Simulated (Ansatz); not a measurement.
# Twisted Ti2CO2 MXene bilayer, 21.79° (70 atoms): support functions against a reference, part 2 of 2

Aim: test how closely localised support functions follow the reference on twisted Ti2CO2 MXene bilayer, 21.79° (70 atoms), and at what cost. A setting counts as converged where the r.m.s. difference of forces stays under 1 % of the r.m.s. force.

Ansatz 0.2.0; Kohn-Sham DFT, PBE+D4, PAW (set soft_2), plane waves.

The cell: 14 C, 28 Ti and 28 O. Beside vacuum, support functions can miss their usual error bounds without a warning. The main run has no spin polarisation.

So far. Step 3 (Support functions low): Forces differ from the reference by 1.0 meV/Å r.m.s., 0.54 % of their size, within a tolerance of 1 %; the energy by -4.4 meV/atom. It took 2.8 min and 19 cycles; the reference's time can't be set against it, since the two runs asked for unlike analyses. Step 4 (Support functions medium): Forces differ from the reference by 0.91 meV/Å r.m.s., 0.48 % of their size, within a tolerance of 1 %; the energy by -4.4 meV/atom.

### Step 5. Support functions medium, radius 2.86 Å

Level of this step: Kohn-Sham DFT, PBE+D4, PAW (set soft_2), localised support functions (medium) (Ansatz).

The radius confines each support function; a larger one gives more freedom and more work per atom.

input.yaml

```yaml
crystal:
  lattice:
    - [8.0166, 0.0, 0.0]
    - [-4.0083, 6.94258, 0.0]
    - [0.0, 0.0, 25.74]
  atoms:
    [... the 70 atom lines of step 2 ...]
kpoints:
  mp_grid: { grid: [2, 2, 1] }
hamiltonian:
  xc: pbe
  dispersion: d4
scf:
  occupations: { method: gaussian, width: 0.05 }
  eigensolver: { kind: { support_functions: { accuracy: medium, radius: 2.86 } } }
  mixing: { beta: 0.2 }
  max_iter: 150
output:
  forces: true
  eigenvalues: true
```

Run with:

```bash
$ ansatz run input.yaml --threads 8 --pin off --max-ram 15872MiB --backend cpu --events-out ev --progress --plain --runs-dir out
```

Numbers of over 12 decimals in the logs are rounded to 6 here.

What it wrote:

```text
Warning: scf.eigensolver.kind.support_functions: disabling space-group detection — the functions' gradient is summed over unrotated k-points, so no spatial operation reduces the k-mesh or symmetrises the density; time reversal is kept, so that k and −k are solved as one point where they differ and the mesh holds both, and exact exchange and, on two spinor components, a DFT+U term hold to it where the run has them: [...]
Warning: basis.ecutwfc = 464 eV, auto-derived: no grid that the accuracy of the support functions lays serves the files at the lower one that their records recommend; a deck with other species or settings can derive another value
settings of this run that can trade accuracy for cost: scf.eigensolver.kind.support_functions [...]
Engine: ansatz 0.2.0, aarch64-unknown-linux-gnu
Pseudopotentials: kind: paw
Pseudopotential: C, paw, valence charge 4, recommended cutoff 420 eV (normal), C.paw.azcp
Pseudopotential: Ti, paw, valence charge 12, recommended cutoff 420 eV (normal), Ti.paw.azcp
Pseudopotential: O, paw, valence charge 6, recommended cutoff 420 eV (normal), O.paw.azcp
[... 5 lines on functional and potentials left out ...]
Error: SCF: the radius of support functions is under 3.40 Å, the least for these sites at the functions' level (scf.eigensolver.kind.support_functions.accuracy). Use scf.eigensolver.kind: auto, or type scf.eigensolver.kind.support_functions.radius at least as long, [...]
```

Elapsed: 3 s, on 8 threads of Arm Neoverse V2, shared host; peak memory 0.36 GiB.

The program refuses radii under 3.40 Å for these atoms at this level.

### Step 6. Changed: scf.lower_state_search = "light"

Changed here: scf.lower_state_search = "light".

This step: Kohn-Sham DFT, PBE+D4, PAW (set soft_2), plane waves (Ansatz 0.2.0).

input.yaml, the sections that differ from step 5:

```yaml
scf:
  occupations: { method: gaussian, width: 0.05 }
  lower_state_search: light
output:
  forces: true
  populations: intrinsic
  dos:
    method: { smearing: { sigma: 0.1 } }
    de: 0.1
    projected:
      site_lists:
        C: [C]
        O: [O]
        Ti: [Ti]
        layer_1: [0, 1, 2, 3, 4, 5, 6, 7, 8, 9, 10, 11, 12, 13, 14, 15, 16, 17, 18, 19, 20, 21, 22, 23, 24, 25, 26, 27, 28, 29, 30, 31, 32, 33, 34]
        layer_2: [35, 36, 37, 38, 39, 40, 41, 42, 43, 44, 45, 46, 47, 48, 49, 50, 51, 52, 53, 54, 55, 56, 57, 58, 59, 60, 61, 62, 63, 64, 65, 66, 67, 68, 69]
  eigenvalues: true
# crystal, kpoints, hamiltonian: as in step 5
```

What it wrote:

```text
[...]
Crystal: 70 atoms, lattice volume = 1432.583 Å³
Basis set: ecut = 420 eV, 28053 PW (Γ), exchange–correlation on 108×108×360 points (8 copies of the dense FFT grid, shifted against one another)
Bands: 350, of which v1, the nominal top of the filled ones, is band 280 counted from 1 (279 counted from 0)
Symmetry: 1 space group operations
[...]
k-points: 4
[...]
SCF iter   1: F=—  HF=-89478.580785 eV  |F-HF|=—  |Δ(HF+E_count)|=         —  Δρ=5.48e-3  dr2=6.68e-1  ethr=1.77e-3  ⟨swp⟩=6.2  Hψ=5850  notcnv=0
[...]
SCF iter  12: F=—  HF=-89478.460083 eV  |F-HF|=—  |Δ(HF+E_count)|=   1.87e-8  Δρ=3.05e-6  dr2=2.01e-7  ethr=1.60e-10  ⟨swp⟩=2.0  Hψ=1712  notcnv=0  defer=214
SCF iter  13: F=-89478.460083 eV  HF=-89478.460083 eV  |F-HF|=4.00e-8  |Δ(HF+E_count)|=   9.71e-8  Δρ=1.76e-6  dr2=8.90e-8  ethr=1.79e-11  ⟨swp⟩=12.0  Hψ=6770  notcnv=0
SCF 1 converged in 13 iterations: F = -89478.460083 eV  dr2 = 8.90e-8
[...]
SCF converged after 13 iterations
Free energy (F): -89478.460083 eV
[...]
Internal energy: -89478.460043 eV  (E = F + TS)
E sigma→0 (E₀):  -89478.460063 eV
Entropy (-TS):   -0.000040 eV (-0.001 meV/atom)
Fermi energy:    3.567899 eV
[...]
Σ components = -89478.460083   (vs F -89478.460083, Δ=0.00e0)
--- Forces (eV/Å), atoms counted from 1 ---
  atom   1  C      0.03063754     0.02897646     0.16297191
  atom   2  Ti    -0.22420657     0.18190685    -0.31566031
  atom   3  Ti    -0.26914345    -0.06161672     0.11326039
  atom   4  O      0.22036725    -0.33632856    -0.17006442
[...]
atom  70  O     -0.02553224     0.02746324     0.12154016
  max |Σ_I F_I| component: 4.47e-5 eV/Å
--- Band table (eV) ---
[...]
--- intrinsic populations: 70 sites ---
  site symbol       q [e]
     0      C      4.9488
     1     Ti     10.8867
     2     Ti     10.8783
[...]
69      O      6.6392
  spilling = 0.000000 (of n_electrons = 560.000000)
```

Run time: 53 s. Hardware: 8 threads; peak memory 8.8 GiB; 6.8 min of CPU time.

Forces differ from the reference by 0 meV/Å r.m.s., 2.0e-4 % of their size. The change had no effect here: energy, forces and cycles are those of the reference.

Runs without a result: support functions medium, radius 2.86 Å (error).

### Step 7. The ladder side by side

Differences are against the plane-wave reference (Kohn-Sham DFT, PBE+D4, PAW (set soft_2), plane waves), whose r.m.s. force component is 0.187 eV/Å. Energies are set beside the reference only for runs with its functional, potentials and electron count. Times are for 8 threads of Arm Neoverse V2, shared host. The reference's time includes the DOS and grids, which some other runs skip.

| run | Δ force, r.m.s. (meV/Å) | share of r.m.s. force (%) | Δ energy (meV/atom) | Δ gap (eV) | cycles | time | host memory (GiB) |
| --- | --- | --- | --- | --- | --- | --- | --- |
| reference | - | - | - | - | 13 | 57 s | 8.8 |
| support functions low | 1.01 | 0.538 | -4.38 | -0.0018 | 19 | 2.8 min | 4.5 |
| support functions medium | 0.907 | 0.484 | -4.38 | -9.0e-4 | 22 | 3.1 min | 4.6 |
| scf.lower_state_search = "light" | 0 | 2.0e-4 | 0 | 0 | 13 | 53 s | 8.8 |

### Step 8. What the reference run shows

The comparisons rest on this run, so its electronic structure is set out here.

Length of the force by element:

| element | coordination | atoms | mean length of the force (eV/Å) | spread | least | most |
| --- | --- | --- | --- | --- | --- | --- |
| C | all | 14 | 0.301 | 0.115 | 0.106 | 0.548 |
| O | all | 28 | 0.271 | 0.105 | 0.0873 | 0.556 |
| Ti | all | 28 | 0.335 | 0.120 | 0.0578 | 0.610 |

Intrinsic-atomic-orbital charges by element:

| element | coordination | atoms | mean charge (e) | spread | least | most |
| --- | --- | --- | --- | --- | --- | --- |
| C | all | 14 | -0.948 | 0.0024 | -0.950 | -0.942 |
| O | all | 28 | -0.641 | 0.0051 | -0.652 | -0.629 |
| Ti | all | 28 | 1.11 | 0.0045 | 1.10 | 1.12 |

By region:

| region | atoms | mean length of the force (eV/Å) | net charge (e) |
| --- | --- | --- | --- |
| layer 1 | 35 | 0.325 | 0 |
| layer 2 | 35 | 0.281 | 0 |

Density of states as counts of states in windows of 1 eV (from the Fermi level), total and the larger projections:

| from (eV) | to (eV) | total | layer 1 | layer 2 | Ti d | O p | C p | C s |
| --- | --- | --- | --- | --- | --- | --- | --- | --- |
| -18 | -12 | 0.0 | 0.0 | 0.0 | 0.0 | 0.0 | 0.0 | 0.0 |
| -12 | -11 | 3.9 | 1.8 | 2.1 | 0.2 | 0.1 | 0.0 | 2.2 |
| -11 | -10 | 16.2 | 8.1 | 8.1 | 2.6 | 0.3 | 0.3 | 9.8 |
| -10 | -9 | 7.9 | 4.1 | 3.8 | 1.8 | 0.1 | 0.0 | 5.6 |
| -9 | -7 | 0.0 | 0.0 | 0.0 | 0.0 | 0.0 | 0.0 | 0.0 |
| -7 | -6 | 7.6 | 3.8 | 3.7 | 1.9 | 3.8 | 1.1 | 0.0 |
| -6 | -5 | 65.3 | 32.5 | 32.5 | 16.1 | 39.9 | 5.2 | 0.4 |
| -5 | -4 | 92.9 | 46.1 | 46.1 | 19.2 | 62.5 | 7.0 | 0.9 |
| -4 | -3 | 22.8 | 11.2 | 11.5 | 6.8 | 9.2 | 5.9 | 0.1 |
| -3 | -2 | 35.8 | 17.5 | 17.8 | 10.1 | 9.6 | 14.6 | 0.2 |
| -2 | -1 | 25.4 | 12.8 | 12.3 | 6.9 | 6.5 | 11.1 | 0.0 |
| -1 | 0 | 2.5 | 1.2 | 1.3 | 0.5 | 0.8 | 1.1 | 0.0 |
| 0 | 1 | 28.9 | 14.3 | 14.3 | 23.2 | 4.1 | 1.0 | 0.2 |
| 1 | 2 | 66.9 | 33.3 | 33.2 | 59.3 | 4.1 | 2.3 | 0.1 |

Between -26 and -18 eV lie 56 more states.

About 224 of the 560 electrons lie in deeper levels, below the stored range.

The levels nearest the highest filled one (over half full), pooled over k-points and spins:

| level less the highest filled one (eV) | occupation |
| --- | --- |
| -1.01 | 2 |
| -0.997 | 2 |
| -0.0529 | 2 |
| -0.035 | 2 |
| -0.0123 | 2 |
| 0 | 2 |
| 0.250 | 0 |
| 0.255 | 0 |
| 0.280 | 0 |
| 0.287 | 0 |
| 0.298 | 0 |
| 0.300 | 0 |

Planar average of the electrostatic potential energy along the normal, with the Fermi level as zero, after a running mean with a triangular window 4 Å wide at its base:

| height (Å) | potential energy (eV) |
| --- | --- |
| 0.0 | 5.64 |
| 0.7 | 5.64 |
| 1.4 | 5.63 |
| 2.1 | 5.63 |
| 2.9 | 5.63 |
| 3.7 | 5.61 |
| 4.4 | 5.52 |
| 5.1 | 4.61 |
| 5.9 | 1.87 |
| 6.6 | -2.62 |
| 7.3 | -6.95 |
| 8.0 | -9.06 |
| 8.7 | -9.17 |
| 9.4 | -9.10 |
| 10.3 | -9.17 |
| 11.0 | -7.53 |
| 11.7 | -3.60 |
| 12.4 | 0.16 |
| 13.2 | 0.57 |
| 13.9 | -2.68 |
| 14.6 | -6.90 |
| 15.3 | -9.08 |
| 16.2 | -9.20 |
| 16.9 | -9.17 |
| 17.6 | -9.19 |
| 18.3 | -7.54 |
| 19.0 | -3.53 |
| 19.7 | 1.13 |
| 20.4 | 4.26 |
| 21.2 | 5.48 |
| 21.9 | 5.64 |
| 22.7 | 5.65 |
| 23.5 | 5.65 |
| 24.2 | 5.65 |
| 24.9 | 5.64 |
| 25.6 | 5.64 |

Valence density in the ca plane at fractional y = 0.051, with atoms of Ti and O and C within 0.2 Å of it. It is the smooth field of the valence electrons, not physical close to the nuclei.

Values in e/Å³, 12 rows by 16 columns, each cell a mean:
```
0.2 0.3 0.8 0.4 0.2 0.1 0.1 2.2 0.8 0.2 1.5 3.6 0.1 0.0 0.0 0.0
0.7 0.4 0.2 0.6 0.7 0.2 0.1 3.6 1.3 0.2 2.1 5.3 0.2 0.0 0.0 0.0
0.8 0.3 0.3 0.8 0.7 0.1 0.0 0.6 0.7 0.3 0.4 0.8 0.3 0.0 0.0 0.0
0.2 0.3 0.8 0.5 0.2 0.1 0.0 0.2 3.0 0.8 0.2 0.8 1.3 0.1 0.0 0.0
0.2 0.3 0.7 0.4 0.3 0.1 0.0 0.3 1.5 0.4 0.2 0.7 0.8 0.0 0.0 0.0
1.3 0.4 0.2 1.3 1.3 0.1 0.0 0.5 0.4 0.3 0.5 0.6 0.1 0.0 0.0 0.0
3.5 0.5 0.2 3.4 3.3 0.1 0.0 0.2 0.3 0.5 0.5 0.3 0.2 0.0 0.0 0.0
0.9 0.7 0.2 0.8 1.0 0.2 0.0 0.2 2.4 0.7 0.2 0.8 1.1 0.0 0.0 0.0
1.1 6.0 0.4 0.2 2.7 1.8 0.0 0.2 2.8 0.6 0.2 0.9 1.3 0.0 0.0 0.0
1.0 5.6 0.4 0.2 2.7 1.8 0.0 0.1 0.4 0.7 0.5 0.3 0.2 0.0 0.0 0.0
0.2 0.5 0.7 0.4 0.4 0.2 0.0 0.1 0.2 1.3 1.1 0.2 0.0 0.0 0.0 0.0
0.1 0.3 1.3 0.7 0.1 0.0 0.0 0.2 0.2 0.8 0.7 0.2 0.1 0.0 0.0 0.0
```
Columns run along c (16.0 Å, from fractional 0.26 to 0.88 of the cell), rows up along a (8.0 Å). Atoms in or near the plane, at fractional coordinates: Ti at (0.31, 0.24), O at (0.44, 0.24), C at (0.64, 0.09), Ti at (0.69, 0.90), O at (0.56, 0.90).

Electrostatic potential energy in the ca plane at fractional y = 0.051, with atoms of Ti and O and C within 0.2 Å of it. With pseudopotentials it is smooth inside the atoms' cores, unlike the true potential.

Values in eV, 12 rows by 16 columns, each cell a mean:
```
  9   9   9   9   8   2  -2  -7   1   3   8   8 -17   0   4 -16
  9   9   9   9   8  -2  -4   3 -12  -6   7   8 -29  -4   4 -20
  9   9   9   9   8   0   2   2 -16  -8   7   8  -1  -9   1  -4
  9   9   9   9   8   4   2  -7  -1   2   8   8  -3 -29  -6   4
  9   9   9   9   8   1  -2  -3   1   3   8   8   0 -20  -2   1
  9   9   9   9   6  -8   0   3 -18 -10   7   9   4   1   3  -5
  9   9   9   9   0 -27   4   2 -29 -20   6   8   5  -2   1   0
  9   9   9   9   7  -7  -7   3 -13  -8   7   8  -2 -26  -4   4
  9   9   9   9   6 -18 -30   0   3 -23  -4   8  -2 -28  -5   3
  9   9   9   9   6 -18 -29   1   4 -23  -4   9   4  -4  -5  -1
  9   9   9   9   8   0  -5  -4   2   3   8   9   7   4 -24 -13
  9   9   9   9   8   5   1 -29   0   5   8   9   6   3  -9  -6
```
Columns run along c (16.0 Å, from fractional 0.07 to 0.69 of the cell; values clipped at the 3rd and 97th percentile), rows up along a (8.0 Å). Atoms in or near the plane, at fractional coordinates: Ti at (0.31, 0.24), O at (0.44, 0.24), C at (0.64, 0.09), Ti at (0.69, 0.90), O at (0.56, 0.90).

Mean intrinsic-atomic-orbital charges: C -0.95, O -0.64, Ti +1.11 e. Just under the Fermi level the largest share is C p (47 % of the projected weight), just over it Ti d (75 % of the projected weight). The potential stands 5.65 eV above the Fermi level over the upper face and 5.63 eV under the lower one, a reading of the work function, with no dipole correction. The Fermi level falls in a spacing of 0.25 eV between levels, so it is uncertain by that much.

### Step 9. Local order

These statistics describe the geometry on which the runs were made.

Normalised to the volume that the atoms fill. g(r), total and by pair (bins of 0.2 Å):

| r (Å) | total | O-O | O-Ti | O-C | Ti-Ti | Ti-C | C-C |
| --- | --- | --- | --- | --- | --- | --- | --- |
| 1.90 | 2.60 | 0.00 | 8.10 | 0.00 | 0.00 | 0.00 | 0.00 |
| 2.10 | 1.93 | 0.00 | 0.28 | 0.00 | 0.00 | 11.50 | 0.00 |
| 2.30 | 0.35 | 0.00 | 0.00 | 0.00 | 0.00 | 2.20 | 0.00 |
| 2.50 | 0.00 | 0.00 | 0.00 | 0.00 | 0.00 | 0.00 | 0.00 |
| 2.70 | 0.08 | 0.00 | 0.00 | 0.51 | 0.00 | 0.00 | 0.00 |
| 2.90 | 1.41 | 0.89 | 0.00 | 7.70 | 0.09 | 0.00 | 0.70 |
| 3.10 | 3.26 | 6.68 | 0.00 | 0.00 | 10.32 | 0.00 | 13.55 |
| 3.30 | 0.06 | 0.35 | 0.00 | 0.00 | 0.00 | 0.00 | 0.00 |
| 3.50 | 0.45 | 0.13 | 1.33 | 0.00 | 0.00 | 0.00 | 0.00 |
| 3.70 | 1.46 | 0.28 | 2.07 | 0.00 | 0.00 | 4.69 | 0.00 |
| 3.90 | 0.11 | 0.21 | 0.26 | 0.00 | 0.00 | 0.00 | 0.00 |
| 4.10 | 0.71 | 0.28 | 0.16 | 3.81 | 0.00 | 0.00 | 0.00 |
| 4.30 | 0.35 | 0.04 | 0.21 | 0.00 | 1.71 | 0.00 | 0.00 |
| 4.50 | 0.11 | 0.31 | 0.19 | 0.00 | 0.00 | 0.00 | 0.00 |
| 4.70 | 2.49 | 1.68 | 6.14 | 0.00 | 0.10 | 1.50 | 0.00 |
| 4.90 | 0.77 | 0.10 | 0.18 | 0.00 | 0.19 | 4.14 | 0.00 |
| 5.10 | 0.93 | 0.12 | 0.19 | 5.17 | 0.12 | 0.00 | 0.00 |
| 5.30 | 1.46 | 2.57 | 0.11 | 0.25 | 4.88 | 0.00 | 4.75 |
| 5.50 | 0.19 | 0.26 | 0.19 | 0.39 | 0.18 | 0.00 | 0.00 |
| 5.70 | 0.27 | 1.09 | 0.13 | 0.26 | 0.09 | 0.00 | 0.00 |
| 5.90 | 0.16 | 0.11 | 0.16 | 0.36 | 0.20 | 0.00 | 0.00 |
| 6.10 | 0.90 | 1.92 | 0.14 | 0.29 | 1.90 | 0.31 | 3.56 |
| 6.30 | 1.21 | 0.39 | 3.33 | 0.18 | 0.08 | 0.25 | 0.00 |
| 6.50 | 0.98 | 1.54 | 0.32 | 0.35 | 0.18 | 3.41 | 0.00 |
| 6.70 | 0.65 | 0.04 | 0.22 | 3.13 | 0.21 | 0.28 | 0.00 |
| 6.90 | 0.49 | 0.16 | 0.50 | 0.25 | 1.43 | 0.24 | 0.00 |
| 7.10 | 0.95 | 0.15 | 1.97 | 0.22 | 0.12 | 1.47 | 0.00 |
| 7.30 | 0.47 | 0.22 | 0.29 | 1.54 | 0.23 | 0.32 | 0.23 |

Bonds by pair of elements; cutoffs follow the first minimum of g(r), held within bounds set by covalent radii, and pairs that aren't listed don't count as bonded (cutoffs were set anew for this text, so counts can differ from the run's own analysis):

| pair A-B | cutoff (Å) | bonds | mean length (Å) | spread (Å) | shortest (Å) | B about A | A about B |
| --- | --- | --- | --- | --- | --- | --- | --- |
| O-Ti | 2.38 | 84 | 1.97 | 0.014 | 1.94 | 3 | 3 |
| Ti-C | 2.62 | 84 | 2.19 | 0.013 | 2.16 | 3 | 6 |

How many atoms have how many bonded neighbours:

| element | mean | 3 | 6 |
| --- | --- | --- | --- |
| C | 6 | 0 | 14 |
| O | 3 | 28 | 0 |
| Ti | 6 | 0 | 28 |

With the cutoffs above, all C atoms have 6, all O atoms have 3 and all Ti atoms have 6 bonded neighbours.

The surroundings of Ti32, which bears the longest force, nearest first, numbered as they follow in the input and with coordinates relative to it.

| atom | x | y | z | distance (Å) | bonds | intrinsic-atomic-orbital charge (e) | Fx | Fy | Fz (eV/Å) |
| --- | --- | --- | --- | --- | --- | --- | --- | --- | --- |
| Ti32 | 0.00 | 0.00 | 0.00 | 0.00 | 6 | 1.11 | -0.580 | -0.014 | -0.189 |
| O34 | 1.12 | -1.34 | 0.89 | 1.96 | 3 | -0.63 | -0.049 | 0.068 | -0.024 |
| O4 | 0.53 | 1.66 | 0.92 | 1.97 | 3 | -0.64 | 0.220 | -0.336 | -0.170 |
| O24 | -1.74 | -0.34 | 0.92 | 2.00 | 3 | -0.65 | 0.071 | -0.065 | -0.397 |
| C11 | 1.69 | 0.33 | -1.33 | 2.18 | 6 | -0.95 | -0.022 | -0.222 | 0.256 |
| C1 | -1.18 | 1.31 | -1.32 | 2.20 | 6 | -0.95 | 0.031 | 0.029 | 0.163 |
| C31 | -0.61 | -1.67 | -1.34 | 2.22 | 6 | -0.95 | 0.153 | -0.015 | 0.473 |
| Ti7 | 2.83 | -1.00 | -0.01 | 3.00 | 6 | 1.11 | 0.287 | -0.094 | -0.076 |

The column of bonds counts only the pairs O-Ti within 2.38 Å, Ti-C within 2.62 Å; other neighbours, such as metal atoms beside each other in a compound, aren't counted, and periodic images can show an atom twice.

### Step 10. What came out

```yaml
free_energy_per_atom: -1278.2637 eV/atom
r_m_s_force_component: 0.1873 eV/Å
spacing_of_highest_filled_and_lowest_empty_level: 0.2499 eV
potential_in_mid_vacuum_over_the_fermi_level: 5.638 eV
wall_time_of_the_4_dft_runs: 7.7 min
```

In words: Against plane waves at 420 eV, the forces differ by 0.91 meV/Å (0.48 %) with support functions medium. Scf.lower_state_search = "light" had no effect here: forces stay within 0.002 meV/Å and the energy within 0.002 meV/atom. At 70 atoms the fastest of the runs at a preset level, support functions low, takes roughly 2.9 times the time of plane waves (whose run also made extra analyses, so the like-for-like ratio is larger), in 19 SCF cycles against 13. Differences between support functions and plane waves include what basis error the plane-wave run still has.

Between filled and empty levels lie 0.250 eV on the run's k-points; the mesh holds the band edges only if they fold onto it, so the gap at this level can be narrower or closed, while semilocal functionals tend to narrow gaps against experiment. The potential stands 5.65 eV above the Fermi level over the upper face and 5.63 eV under the lower one, a reading of the work function, with no dipole correction. The Fermi level falls in a spacing of 0.25 eV between levels, so it is uncertain by that much. With the cutoffs above, all C atoms have 6, all O atoms have 3 and all Ti atoms have 6 bonded neighbours.

What to keep in mind: The geometry was built by rule, was displaced at random and isn't relaxed at this level: its force components are 0.19 eV/Å r.m.s.

[Logs are printed without paths, hosts, clocks, repeated set-up lines and the standing remarks that a program may print on its own settings, such as how far it seeks lower states.]

[Hosts, paths, dates, database ids (printed as entryN), source tags and the programs' standing remarks are cut or masked in the printed files.]
